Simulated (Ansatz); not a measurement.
# Bands, cutoff and cost in G0W0 for CdWO4 (P2/c), part 2 of 2

Wanted: a G0W0 gap for CdWO4 (P2/c) that is converged in bands and cutoff, or an estimate of the limit.

Ansatz 0.2.0; G0W0 on LDA, plane waves, PAW. Known limits of the many-body steps: not at the basis limit; d shell near the gap, gap tends to lie low; no spin-orbit coupling; coarse k mesh.

So far. Step 4 (691 empty bands, screening to 160 eV): Against the run with 4×2×4 mesh, 321 empty bands, screening to 96 eV, the gap moves by +0.04 eV.

## 5. Changing the k mesh: 2×2×2 mesh, 321 empty bands, screening to 96 eV

Only the mesh changes. It samples the long-range screening, which converges on its own terms. Bands and cutoff differ from the step before, so it is read against an earlier run that matches them.

input.yaml

```yaml
crystal:
  lattice:
    - [5.04, 0.0, 0.0]
    - [0.0, 5.8701, 0.0]
    - [-0.1309573182, 0.0, 5.0824131071]
  atoms:
    - { symbol: Cd, position: [0.5, 0.69729, 0.25] }
    - { symbol: Cd, position: [0.5, 0.30271, 0.75] }
    - { symbol: W, position: [0.0, 0.17855, 0.25] }
    - { symbol: W, position: [0.0, 0.82145, 0.75] }
    - { symbol: O, position: [0.2018, 0.0955, 0.9504] }
    - { symbol: O, position: [0.7982, 0.0955, 0.5496] }
    - { symbol: O, position: [0.7982, 0.9045, 0.0496] }
    - { symbol: O, position: [0.2018, 0.9045, 0.4504] }
    - { symbol: O, position: [0.242, 0.3703, 0.3839] }
    - { symbol: O, position: [0.758, 0.3703, 0.1161] }
    - { symbol: O, position: [0.758, 0.6297, 0.6161] }
    - { symbol: O, position: [0.242, 0.6297, 0.8839] }
kpoints:
  mp_grid: { grid: [2, 2, 2] }
hamiltonian:
  xc: lda
scf:
  occupations: { method: fixed }
gw:
  n_empty_bands: 321
  ecut_chi: 96
  qp_bands: [v4, c4]
  qp_kpoints: band_edges
  screening: { model: contour_deformation }
```

Started as:

```bash
$ ansatz run input.yaml --threads 24 --pin off --max-ram 82944MiB --backend cuda --events-out ev --progress --plain --runs-dir out --devices 1 --max-vram 78GiB
```

Numbers of over 12 decimals in the logs are rounded to 6 here.

Log:

```text
GPUs: using 1 of 1 available (devices: 1).
[...]
Crystal: 12 atoms, lattice volume = 150.365 Å³
Basis set: ecut = 420 eV, 2943 PW (Γ)
Bands: 70, of which v1, the nominal top of the filled ones, is band 58 counted from 1 (57 counted from 0)
Symmetry: 4 space group operations
[...]
k-points: 8
[...]
1    60     12.1256   -14.3200    -4.3446   -19.9311  0.7899    13.4137    13.3920  root
     1    61     12.6062   -16.2973    -4.3488   -22.0345  0.7673    14.0273    13.9946  root
[...]
7    59     12.4243   -15.9790    -4.3741   -21.7069  0.7725    13.8074    13.7781  root
     7    60     12.4243   -15.9790    -4.3741   -21.7069  0.7725    13.8074    13.7781  root
     7    61     12.6612   -15.1838    -4.4438   -20.9631  0.7797    14.0247    13.9967  root
     7    62     12.6612   -15.1838    -4.4438   -20.9631  0.7797    14.0247    13.9967  root
[key lines of the parts left out:]
SCF converged after 8 iterations
```

It took 2.6 s on 1 × NVIDIA GB200 (shared by 2 runs) with 24 threads of Arm Neoverse V2, shared host; peak memory 1.4 GiB.

This step gave:

| Quantity | Value |
| --- | --- |
| bands summed | 379 |
| RPA ε∞ on this mesh (eigenvalues) | 4.758, 5.078, 5.256 |
| plane waves in the screening matrix | 313 |
| G0W0 gap on the mesh | 4.473 eV |
| k of the valence top | 0, -0.5, 0 |
| k of the conduction bottom | 0, -0.5, 0 |
| starting gap on the mesh | 2.974 eV |
| least direct G0W0 gap on the computed points | 4.473 eV |

Against the run with 4×2×4 mesh, 321 empty bands, screening to 96 eV, the gap moves by +0.02 eV.

## 6. Changing the frequency model: 4×2×4 mesh, 321 empty bands, screening to 96 eV, plasmon pole

A plasmon pole stands in for the full frequency dependence of the screening; this run shows what that costs in accuracy.

input.yaml, as its differences from that of step 5:

```diff
@@ -19,3 +19,3 @@
 kpoints:
-  mp_grid: { grid: [2, 2, 2] }
+  mp_grid: { grid: [4, 2, 4] }
 hamiltonian:
@@ -29,2 +29,2 @@
   qp_kpoints: band_edges
-  screening: { model: contour_deformation }
+  screening: { model: godby_needs }
```

Log:

```text
GPUs: using 1 of 1 available (devices: 1).
[...]
Crystal: 12 atoms, lattice volume = 150.365 Å³
Basis set: ecut = 420 eV, 2943 PW (Γ)
Bands: 70, of which v1, the nominal top of the filled ones, is band 58 counted from 1 (57 counted from 0)
Symmetry: 4 space group operations
[...]
k-points: 20 of 32
[...]
13    60     12.3856   -14.6374    -4.2666   -20.3295  0.8237    13.8183    13.8111  root
    13    61     12.7822   -15.9775    -4.3081   -21.8413  0.8168    14.3455    14.3379  root
[...]
19    59     12.4191   -16.0262    -4.2004   -21.7078  0.8163    13.9072    13.9003  root
    19    60     12.4191   -16.0262    -4.2004   -21.7078  0.8163    13.9072    13.9003  root
    19    61     12.6578   -15.2865    -4.2390   -20.9702  0.8215    14.1098    14.1025  root
    19    62     12.6578   -15.2865    -4.2390   -20.9702  0.8215    14.1098    14.1025  root
[key lines of the parts left out:]
SCF converged after 8 iterations
```

The job ended after 15 s (1 × NVIDIA GB200 (shared by 2 runs) with 24 threads; peak memory 2.2 GiB; 1.7 min of CPU time).

This step gave:

| Quantity | Value |
| --- | --- |
| bands summed | 379 |
| plasmon-pole fit frequency | 32.61 eV |
| RPA ε∞ on this mesh (eigenvalues) | 4.721, 5.057, 5.273 |
| plane waves in the screening matrix | 313 |
| G0W0 gap on the mesh | 4.487 eV |
| k of the valence top | 0, -0.5, 0 |
| k of the conduction bottom | 0, -0.5, 0 |
| starting gap on the mesh | 2.974 eV |
| least direct G0W0 gap on the computed points | 4.487 eV |

Against the run with 4×2×4 mesh, 321 empty bands, screening to 96 eV, the gap moves by +0.04 eV.

## 7. Convergence and cost

Times are wall times on 1 × NVIDIA GB200 (shared by 2 runs) with 24 threads of Arm Neoverse V2, shared host, good to a factor of about two.

```
 mesh        files            frequency  bands summed  cutoff (eV)  start (eV)  G0W0 (eV)   time  host memory (GiB)
4×2×4  default PAW  contour deformation           171           48       2.974      4.657  8.2 s                1.4
4×2×4  default PAW  contour deformation           379           96       2.974      4.449  9.6 s                1.8
4×2×4  default PAW  contour deformation           749          160       2.974      4.491   39 s                3.6
2×2×2  default PAW  contour deformation           379           96       2.974      4.473  2.6 s                1.4
4×2×4  default PAW         plasmon pole           379           96       2.974      4.487   15 s                2.2
```

The parts of the quasiparticle energy at the two band edges (eV; QP = start + Σx + Σc − Vxc):

```
      run               edge  start      Σx     Σc     Vxc     Z     QP
171 bands        valence top   8.72  -27.50   4.74  -22.75  0.76   8.72
171 bands  conduction bottom  11.70  -15.10  -3.94  -20.72  0.79  13.38
379 bands        valence top   8.72  -27.50   4.55  -22.75  0.75   8.53
379 bands  conduction bottom  11.70  -15.10  -4.34  -20.72  0.79  12.98
749 bands        valence top   8.72  -27.50   4.29  -22.75  0.74   8.27
749 bands  conduction bottom  11.70  -15.10  -4.56  -20.72  0.79  12.76
```

## 8. Summary of results

- 171 bands, 48 eV: 4.657 eV
- 379 bands, 96 eV: 4.449 eV
- 749 bands, 160 eV: 4.491 eV
- mesh and start: 4×2×4, LDA

What this shows: From 171 to 749 bands the gap moves by −0.17 eV while the time grows 4.8-fold. Σc changes by −0.46 eV at the valence top and −0.62 eV at the conduction bottom, so the levels themselves move more than the gap between them. The gap turns back along the series, so no limit is drawn from it. On the 2×2×2 mesh in place of 4×2×4 the gap differs by +0.02 eV, of which +0.00 eV is already in the start. The plasmon-pole model gives +0.04 eV against contour deformation, 3 % of the correction, and saved no time in this program. The 4×2×4 mesh is coarse for this cell (its supercell is 12 Å along the shortest edge). The RPA ε∞ on it, from the LDA start, is 4.69, 5.02 and 5.23; such meshes misread the long-range screening, most where the gap is narrow. A d shell, filled or nearly so, lies near the gap. One-shot GW converges very slowly in bands there, not always from below, and on a semilocal start the gap tends to come out low; starts rich in exact exchange can overshoot instead. The many-body steps are scalar-relativistic: spin-orbit coupling is not in them.

[Paths, hosts, dates, memory and timing lines, banners, echoed tables and standing remarks are left out of the program output.]

[Logs are printed without paths, hosts, clocks, repeated set-up lines and the standing remarks that a program may print on its own settings, such as how far it seeks lower states.]

[Runs of the session that timed out or met a known fault of the program may be left out.]

[Cells called generated may have been cut or substituted from an entry of the Crystallography Open Database or the Materials Project.]

[Hosts, paths, dates, database ids (printed as entryN), source tags and the programs' standing remarks are cut or masked in the printed files.]
